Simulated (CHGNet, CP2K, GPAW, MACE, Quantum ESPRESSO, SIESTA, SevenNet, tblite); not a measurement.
# CP2K runs on generalised stacking fault on (111) (shuffle set) of a GaAs-GaSb solid solution (48 atoms), part 2 of 3

How do the settings of CP2K change the result for generalised stacking fault on (111) (shuffle set) of a GaAs-GaSb solid solution (48 atoms)? A plane-wave run serves as the yardstick.

Program: CP2K 2026.2; the method stands at each step. Banners, paths, timers and routine set-up lines are dropped from the logs unmarked, and long logs keep their key lines alone; longer cuts are marked.

So far. Step 2 (PBE, DZVP-MOLOPT-SR, 800/50 Ry, diagonalisation): Forces lie 4.1 % from the reference's, at 0.68 times its CPU time (on 2 against 4 cores). Step 3 (PBE, TZVP-UZH, 800/50 Ry, diagonalisation): Against the first run (4.1 %), the force difference from the reference is 3.5 %, at 1.2 times the CPU time, with 1224 basis functions against 912; this set comes with other potentials too, so the change isn't the basis's alone.

### Step 4. LDA, DZVP-MOLOPT-SR, 800/50 Ry, diagonalisation

Method: Kohn-Sham DFT, LDA, GTH-PADE pseudopotentials, Gaussian and plane waves, DZVP-MOLOPT-SR-GTH, diagonalisation.

input.inp

```
&GLOBAL
  PROJECT cell
  RUN_TYPE ENERGY_FORCE
  PRINT_LEVEL LOW
&END GLOBAL
&FORCE_EVAL
  METHOD QS
  STRESS_TENSOR ANALYTICAL
  &DFT
    BASIS_SET_FILE_NAME BASIS_MOLOPT
    POTENTIAL_FILE_NAME GTH_POTENTIALS
    &MGRID
      CUTOFF 800
      REL_CUTOFF 50
      NGRIDS 5
    &END MGRID
    &QS
      EPS_DEFAULT 1.0E-12
    &END QS
    &SCF
      SCF_GUESS ATOMIC
      EPS_SCF 5.0E-06
      MAX_SCF 200
      ADDED_MOS 33
      &DIAGONALIZATION
        ALGORITHM STANDARD
      &END DIAGONALIZATION
      &SMEAR ON
        METHOD FERMI_DIRAC
        ELECTRONIC_TEMPERATURE [K] 580
      &END SMEAR
      &MIXING
        METHOD BROYDEN_MIXING
        ALPHA 0.15
        NBROYDEN 12
      &END MIXING
      &PRINT
        &RESTART OFF
        &END RESTART
      &END PRINT
    &END SCF
    &XC
      &XC_FUNCTIONAL PADE
      &END XC_FUNCTIONAL
    &END XC
    &PRINT
      &MULLIKEN ON
      &END MULLIKEN
      &HIRSHFELD ON
        SHAPE_FUNCTION DENSITY
      &END HIRSHFELD
      &MO ON
        EIGENVALUES T
        OCCUPATION_NUMBERS T
        MO_INDEX_RANGE 205 228
        &EACH
          QS_SCF 0
        &END EACH
        ADD_LAST NUMERIC
      &END MO
    &END PRINT
  &END DFT
  &SUBSYS
    &CELL
      A 8.26650 0.00000 0.00000
      B 0.00000 7.15900 0.00000
      C 2.41109 0.00000 20.24871
    &END CELL
    &TOPOLOGY
      COORD_FILE_NAME structure.xyz
      COORD_FILE_FORMAT XYZ
    &END TOPOLOGY
    &KIND Ga
      BASIS_SET DZVP-MOLOPT-SR-GTH-q13
      POTENTIAL GTH-PADE-q13
    &END KIND
    &KIND Sb
      BASIS_SET DZVP-MOLOPT-SR-GTH-q5
      POTENTIAL GTH-PADE-q5
    &END KIND
    &KIND As
      BASIS_SET DZVP-MOLOPT-SR-GTH-q5
      POTENTIAL GTH-PADE-q5
    &END KIND
  &END SUBSYS
  &PRINT
    &FORCES ON
    &END FORCES
    &STRESS_TENSOR ON
    &END STRESS_TENSOR
  &END PRINT
&END FORCE_EVAL
```

structure.xyz

```xyz
48

[... 48 atom lines left out: the same atoms as in the first run ...]
```

The run is started by

```console
$ OMP_NUM_THREADS=2 cp2k.psmp -i input.inp > output.txt
```

Numbers of over 12 decimals in the logs are rounded to 6 here.

What it wrote:

```text
CP2K| version string:                                       CP2K version 2026.2
 CP2K| Input file name                                                 input.inp
 GLOBAL| Basis set file name                                        BASIS_MOLOPT
 GLOBAL| Potential file name                                      GTH_POTENTIALS
[... lines left out ...]
 Number of electrons:                                                        432
[... lines left out ...]
  Step     Update method      Time    Convergence         Total energy    Change
[... lines left out ...]
  *** SCF run converged in    17 steps ***
[... lines left out ...]
  Fermi energy:                                                 0.144819
  Total energy:                                             -1933.800036
  Total energy (extrapolated to T->0):                      -1933.796418
[... lines left out ...]
 MO| E(Fermi):            0.144819 a.u.          3.940722 eV
[... lines left out ...]
 ENERGY| Total FORCE_EVAL ( QS ) energy [hartree]          -1933.800053
[... lines left out ...]
 FORCES|      1  8.53013873E-03  2.89337652E-02  1.82279124E-02   3.52446141E-02
 FORCES|      2  3.51529415E-02  2.64120520E-02 -2.31531994E-02   4.96930220E-02
 FORCES|      3 -1.59840103E-02  8.44176854E-03  1.20994517E-02   2.17519832E-02
[...]
FORCES|     47  3.55417414E-04 -7.11248462E-03 -4.24789365E-02   4.30717286E-02
 FORCES|     48  2.58479792E-02  1.95284028E-02  1.12103299E-02   3.42804324E-02
 FORCES| Sum    -9.07230854E-05 -1.49012023E-04  1.25367120E-04
 FORCES| Total atomic force                                       2.14830575E-04
 STRESS| Analytical stress tensor [bar]
 STRESS|                        x                   y                   z
 STRESS|      x        8.23257473935E+04   5.09073972104E+03   3.62704194157E+03
 STRESS|      y        5.09073972104E+03  -2.37833511716E+04  -5.22391485185E+03
 STRESS|      z        3.62704194157E+03  -5.22391485185E+03  -2.09768545164E+03
 STRESS| 1/3 Trace                                             1.88149035901E+04
```

Elapsed: 3.1 min, on 2 threads of Arm Neoverse V1, shared host; peak memory 4.9 GiB.

Against the reference:

| Item | Value |
| --- | --- |
| r.m.s. force component | 0.8381 eV/Å |
| r.m.s. difference of force components | 68.73 meV/Å |
| longest difference of force vectors | 287.6 meV/Å |
| force difference over r.m.s. force | 7.662 % |
| slope of forces against the reference's | 0.9336 |
| correlation of force components | 0.9992 |
| pressure | 1.881 GPa |
| pressure difference | -3.651 GPa |

Against the first run (4.1 %), the force difference from the reference is 7.7 %, at 0.78 times the CPU time; the model has changed, so this is no error of the program alone.

### Step 5. PBE+D4, DZVP-MOLOPT-SR, 800/50 Ry, diagonalisation

Method: Kohn-Sham DFT, PBE+D4, GTH-PBE pseudopotentials, Gaussian and plane waves, DZVP-MOLOPT-SR-GTH, diagonalisation.

input.inp: that of step 4 with these lines changed.

```diff
@@ -42,4 +42,11 @@
     &XC
-      &XC_FUNCTIONAL PADE
+      &XC_FUNCTIONAL PBE
       &END XC_FUNCTIONAL
+      &VDW_POTENTIAL
+        POTENTIAL_TYPE PAIR_POTENTIAL
+        &PAIR_POTENTIAL
+          TYPE DFTD4
+          REFERENCE_FUNCTIONAL PBE
+        &END PAIR_POTENTIAL
+      &END VDW_POTENTIAL
     &END XC
@@ -68,9 +75,33 @@
     &END CELL
-    &TOPOLOGY
-      COORD_FILE_NAME structure.xyz
-      COORD_FILE_FORMAT XYZ
-    &END TOPOLOGY
+    &COORD
+      SCALED
+      Ga 0.47576 0.49429 0.93704
+      Sb 0.71915 0.49229 0.06084
+      Ga 0.71081 0.81992 0.10971
+      As 0.68746 0.83915 0.23355
+      Ga 0.99007 0.49742 0.93641
+      As 0.23297 0.49942 0.05737
+      Ga 0.20894 0.81992 0.10355
+      As 0.19032 0.83535 0.23054
+      Ga 0.22151 0.99243 0.94330
+      As 0.48601 0.00534 0.06263
+      Ga 0.47808 0.33712 0.10307
+      As 0.42764 0.33540 0.23304
+      Ga 0.42056 0.66443 0.27356
+      As 0.38915 0.66041 0.39186
+      Ga 0.67820 0.16725 0.27009
+      Sb 0.63822 0.16701 0.39546
+      Ga 0.61389 0.50387 0.43797
+      Sb 0.58329 0.49299 0.56303
+      Ga 0.57191 0.84546 0.60455
+      Sb 0.53288 0.84406 0.72603
+[... 24 atom lines left out ...]
+      Ga 0.78914 0.66220 0.77155
+      As 0.74842 0.66912 0.89686
+      Ga 0.02496 0.16699 0.77313
+      Sb 0.98522 0.16081 0.89258
+    &END COORD
     &KIND Ga
       BASIS_SET DZVP-MOLOPT-SR-GTH-q13
-      POTENTIAL GTH-PADE-q13
+      POTENTIAL GTH-PBE-q13
     &END KIND
@@ -78,3 +109,3 @@
       BASIS_SET DZVP-MOLOPT-SR-GTH-q5
-      POTENTIAL GTH-PADE-q5
+      POTENTIAL GTH-PBE-q5
     &END KIND
@@ -82,3 +113,3 @@
       BASIS_SET DZVP-MOLOPT-SR-GTH-q5
-      POTENTIAL GTH-PADE-q5
+      POTENTIAL GTH-PBE-q5
     &END KIND
```

What it wrote:

```text
CP2K| version string:                                       CP2K version 2026.2
 CP2K| Input file name                                                 input.inp
 GLOBAL| Basis set file name                                        BASIS_MOLOPT
 GLOBAL| Potential file name                                      GTH_POTENTIALS
[... lines left out ...]
 Number of electrons:                                                        432
[... lines left out ...]
  Step     Update method      Time    Convergence         Total energy    Change
[... lines left out ...]
  *** SCF run converged in    18 steps ***
[... lines left out ...]
  Fermi energy:                                                 0.159194
  Total energy:                                             -1934.200399
  Total energy (extrapolated to T->0):                      -1934.196810
[... lines left out ...]
 MO| E(Fermi):            0.159194 a.u.          4.331889 eV
[... lines left out ...]
 ENERGY| Total FORCE_EVAL ( QS ) energy [hartree]          -1934.200403
[... lines left out ...]
 FORCES|      1  1.06238466E-02  3.31866375E-02  1.97956971E-02   4.00760359E-02
 FORCES|      2  3.72895509E-02  2.88012918E-02 -2.93284153E-02   5.54993781E-02
 FORCES|      3 -1.71539729E-02  9.70141636E-03  1.27509481E-02   2.34725998E-02
[...]
FORCES|     47  9.15808462E-04 -7.25380995E-03 -4.77769780E-02   4.83331779E-02
 FORCES|     48  2.88183366E-02  2.08326263E-02  1.19568258E-02   3.75161368E-02
 FORCES| Sum     1.12558408E-03  2.98064477E-03 -4.56144645E-03
 FORCES| Total atomic force                                       5.56398926E-03
 STRESS| Analytical stress tensor [bar]
 STRESS|                        x                   y                   z
 STRESS|      x        9.99698717554E+04   5.45596846933E+03   4.03827972763E+03
 STRESS|      y        5.45596846933E+03  -3.08233066010E+03  -4.65385234070E+03
 STRESS|      z        4.03827972763E+03  -4.65385234070E+03   1.67928106289E+04
 STRESS| 1/3 Trace                                             3.78934505747E+04
```

Wall time 4 min (2 threads); peak memory 5.2 GiB.

Compared with the plane-wave run:

| Item | Value |
| --- | --- |
| r.m.s. force component | 0.9237 eV/Å |
| r.m.s. difference of force components | 36.75 meV/Å |
| longest difference of force vectors | 131.2 meV/Å |
| force difference over r.m.s. force | 4.097 % |
| slope of forces against the reference's | 1.029 |
| correlation of force components | 0.9996 |
| pressure | 3.789 GPa |
| pressure difference | -1.743 GPa |

Against the first run (4.1 %), the force difference from the reference is 4.1 %, at 1.0 times the CPU time; the model has changed, so this is no error of the program alone.

### Step 6. PBE, DZVP-MOLOPT-SR, 560/50 Ry, diagonalisation

Method: Kohn-Sham DFT, PBE, GTH-PBE pseudopotentials, Gaussian and plane waves, DZVP-MOLOPT-SR-GTH, diagonalisation.

input.inp: that of step 5 with these lines changed.

```diff
@@ -12,5 +12,4 @@
     &MGRID
-      CUTOFF 800
+      CUTOFF 560
       REL_CUTOFF 50
-      NGRIDS 5
     &END MGRID
@@ -44,9 +43,2 @@
       &END XC_FUNCTIONAL
-      &VDW_POTENTIAL
-        POTENTIAL_TYPE PAIR_POTENTIAL
-        &PAIR_POTENTIAL
-          TYPE DFTD4
-          REFERENCE_FUNCTIONAL PBE
-        &END PAIR_POTENTIAL
-      &END VDW_POTENTIAL
     &END XC
@@ -76,3 +68,2 @@
     &COORD
-      SCALED
 [... 48 atom lines left out: the same atoms as in the first run ...]
```

What it wrote:

```text
CP2K| version string:                                       CP2K version 2026.2
 CP2K| Input file name                                                 input.inp
 GLOBAL| Basis set file name                                        BASIS_MOLOPT
 GLOBAL| Potential file name                                      GTH_POTENTIALS
 GLOBAL| Run type                                                   ENERGY_FORCE
 GLOBAL| Total number of message passing processes                             1
 GLOBAL| Number of threads for this process                                    2
 TOTAL NUMBERS AND MAXIMUM NUMBERS
  Total number of            - Atomic kinds:                                   3
                             - Atoms:                                         48
[... lines left out ...]
                        Smear method:                                FERMI_DIRAC
[... lines left out ...]
 Number of electrons:                                                        432
[... lines left out ...]
  Step     Update method      Time    Convergence         Total energy    Change
[... lines left out ...]
  *** SCF run converged in    18 steps ***
[... lines left out ...]
  Fermi energy:                                                 0.159204
  Total energy:                                             -1933.459111
  Total energy (extrapolated to T->0):                      -1933.455522
[... lines left out ...]
 MO| E(Fermi):            0.159204 a.u.          4.332170 eV
[... lines left out ...]
 !-----------------------------------------------------------------------------!
 !-----------------------------------------------------------------------------!
                           Hirshfeld Charges
  #Atom  Element  Kind  Ref Charge     Population                    Net charge
      1       Ga     1      13.000         12.876                         0.124
      2       Sb     2       5.000          5.085                        -0.085
      3       Ga     1      13.000         12.886                         0.114
[...]
47       Ga     1      13.000         12.884                         0.116
     48       Sb     2       5.000          5.040                        -0.040
  Total Charge                                                           -0.000
 !-----------------------------------------------------------------------------!
 ENERGY| Total FORCE_EVAL ( QS ) energy [hartree]          -1933.459116
 FORCES| Atomic forces [hartree/bohr]
 FORCES|   Atom     x               y               z               |f|
 FORCES|      1  1.15596208E-02  3.43110362E-02  2.15402782E-02   4.21290354E-02
 FORCES|      2  3.71879449E-02  2.88512309E-02 -2.94248304E-02   5.55081743E-02
 FORCES|      3 -1.43441047E-02  8.99784380E-03  1.11767105E-02   2.02887503E-02
[...]
FORCES|     47  6.36930284E-04 -7.25807503E-03 -4.73252861E-02   4.78828574E-02
 FORCES|     48  2.88582643E-02  2.06239728E-02  1.21392946E-02   3.74901339E-02
 FORCES| Sum    -5.82562238E-03  3.28016157E-03  6.54824599E-03
 FORCES| Total atomic force                                       9.35825099E-03
 STRESS| Analytical stress tensor [bar]
 STRESS|                        x                   y                   z
 STRESS|      x        1.27632299364E+05   5.49364337424E+03   4.10595355802E+03
 STRESS|      y        5.49364337424E+03   2.47646454496E+04  -4.52745913671E+03
 STRESS|      z        4.10595355802E+03  -4.52745913671E+03   4.49115801760E+04
 STRESS| 1/3 Trace                                             6.57695083298E+04
```

Run time: 3.4 min. Hardware: 2 threads; peak memory 3.2 GiB; 6.2 min of CPU time.

Numbers from this run, and their distance from the reference:

```yaml
r_m_s_force_component: 0.924 eV/Å
r_m_s_difference_of_force_components: 59.6 meV/Å
longest_difference_of_force_vectors: 192.4 meV/Å
force_difference_over_r_m_s_force: 6.645 %
slope_of_forces_against_the_reference_s: 1.028
correlation_of_force_components: 0.9983
pressure: 6.577 GPa
pressure_difference: 1.044 GPa
energy_less_the_same_level_run_s: -0.662 meV/atom
r_m_s_force_difference_from_the_same_level_run: 61.19 meV/Å
```

Against the first run (4.1 %), the force difference from the reference is 6.6 %, at 0.88 times the CPU time: the grid matters here.

The difference per atom is largest on Ga (0.13 eV/Å on average, against 0.051 on Sb).

### Step 7. PBE, DZVP-MOLOPT-SR, 800/20 Ry, diagonalisation

Method: Kohn-Sham DFT, PBE, GTH-PBE pseudopotentials, Gaussian and plane waves, DZVP-MOLOPT-SR-GTH, diagonalisation.

input.inp: that of step 6 with these lines changed.

```diff
@@ -12,4 +12,5 @@
     &MGRID
-      CUTOFF 560
-      REL_CUTOFF 50
+      CUTOFF 800
+      REL_CUTOFF 20
+      NGRIDS 5
     &END MGRID
```

What it wrote:

```text
CP2K| version string:                                       CP2K version 2026.2
 CP2K| Input file name                                                 input.inp
 GLOBAL| Basis set file name                                        BASIS_MOLOPT
 GLOBAL| Potential file name                                      GTH_POTENTIALS
 GLOBAL| Run type                                                   ENERGY_FORCE
 GLOBAL| Total number of message passing processes                             1
 GLOBAL| Number of threads for this process                                    2
[... lines left out ...]
                        Smear method:                                FERMI_DIRAC
[... lines left out ...]
 Number of electrons:                                                        432
[... lines left out ...]
  Step     Update method      Time    Convergence         Total energy    Change
[... lines left out ...]
  *** SCF run converged in    18 steps ***
[... lines left out ...]
  Fermi energy:                                                 0.159308
  Total energy:                                             -1933.558625
  Total energy (extrapolated to T->0):                      -1933.555048
[... lines left out ...]
 MO| E(Fermi):            0.159308 a.u.          4.334980 eV
[... lines left out ...]
     48       Sb     2       5.000          5.041                        -0.041
  Total Charge                                                           -0.000
 !-----------------------------------------------------------------------------!
 ENERGY| Total FORCE_EVAL ( QS ) energy [hartree]          -1933.558632
 FORCES| Atomic forces [hartree/bohr]
 FORCES|   Atom     x               y               z               |f|
 FORCES|      1  1.53207305E-02  4.63586756E-02  2.94842732E-03   4.89136464E-02
 FORCES|      2  3.65160999E-02  2.94475173E-02 -3.01600738E-02   5.57692736E-02
 FORCES|      3 -4.15942635E-04  6.35736211E-03  3.24840199E-02   3.31028792E-02
[...]
FORCES|     47  1.59331144E-03 -3.94288639E-03 -4.47046515E-02   4.49064679E-02
 FORCES|     48  2.89014572E-02  2.12563809E-02  1.13486064E-02   3.76286968E-02
 FORCES| Sum     1.90391015E-01 -9.14687896E-02  3.52831167E-02
 FORCES| Total atomic force                                       2.14149892E-01
 STRESS| Analytical stress tensor [bar]
 STRESS|                        x                   y                   z
 STRESS|      x        1.47814445533E+05   5.84382473534E+03   5.88877521140E+03
 STRESS|      y        5.84382473534E+03   3.65964406537E+04  -4.28578877194E+03
 STRESS|      z        5.88877521140E+03  -4.28578877194E+03   5.59328928777E+04
 STRESS| 1/3 Trace                                             8.01145930216E+04
```

It took 3 min on 2 threads; peak memory 5.2 GiB; 5.3 min of CPU time.

Compared with the plane-wave run:

```yaml
r_m_s_force_component: 1.121 eV/Å
r_m_s_difference_of_force_components: 700.9 meV/Å
longest_difference_of_force_vectors: 3049 meV/Å
force_difference_over_r_m_s_force: 78.14 %
slope_of_forces_against_the_reference_s: 0.975
correlation_of_force_components: 0.7812
pressure: 8.011 GPa
pressure_difference: 2.479 GPa
energy_less_the_same_level_run_s: -57.08 meV/atom
r_m_s_force_difference_from_the_same_level_run: 700.9 meV/Å
```

This is a coarse setting, run to see what it loses.

Against the first run (4.1 %), the force difference from the reference is 78 %, at 0.75 times the CPU time: the grid matters here.

The difference per atom is largest on Ga (1.6 eV/Å on average, against 0.15 on As). The forces add up to 11 eV/Å instead of zero, usually a sign of too coarse a grid.

(Continued in part 3 of 3.)

[Also dropped from logs without a mark: logging warnings of Python, and SIESTA's first energy breakdown and zero terms.]

[Logs are printed without paths, hosts, clocks, repeated set-up lines and the standing remarks that a program may print on its own settings, such as how far it seeks lower states.]

[Hosts, paths, dates, database ids (printed as entryN), source tags and the programs' standing remarks are cut or masked in the printed files.]
